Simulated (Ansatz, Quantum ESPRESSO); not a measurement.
# antimonene, 2 layers, AB stacking: the dipole at a withheld member of a series

Method. Quantum ESPRESSO 7.5, PBE, GBRV ultrasoft. Cell and atoms are relaxed without a field with a D3(BJ) correction and then held. Sawtooth field with dipole correction, 17 Å of vacuum in the starting cell, Fermi-Dirac smearing of 0.002 Ry; bands along a path at each field. The series steps the field along the normal.

| field along the normal | dipole (e Å) |
| --- | --- |
| 0 V/Å | −0.000 |
| 0.05 V/Å | 0.035 |
| 0.1 V/Å | 0.070 |
| 0.2 V/Å | 0.139 |
| 0.3 V/Å | 0.209 |

One more run was made and is withheld. What is the dipole at 0.4 V/Å?

By hand: The rows at 0.2 V/Å and 0.3 V/Å give a slope of (0.209 − (0.139))/(0.3 − (0.2)) = 0.7, so a straight line gives 0.279 e Å. A parabola through these and the row at 0.1 V/Å gives 0.280 e Å.

**Check.** 0.279 e Å. The line misses by 0.000 and the parabola by +0.001 e Å. Both misses are under 5 % of the step from the nearer row.

**Limits.** Ions are held; semilocal gaps are too small; in strong fields empty levels can belong to the vacuum; one stacking. Members without a usable value, or on the other side of zero field or charge, are not listed.
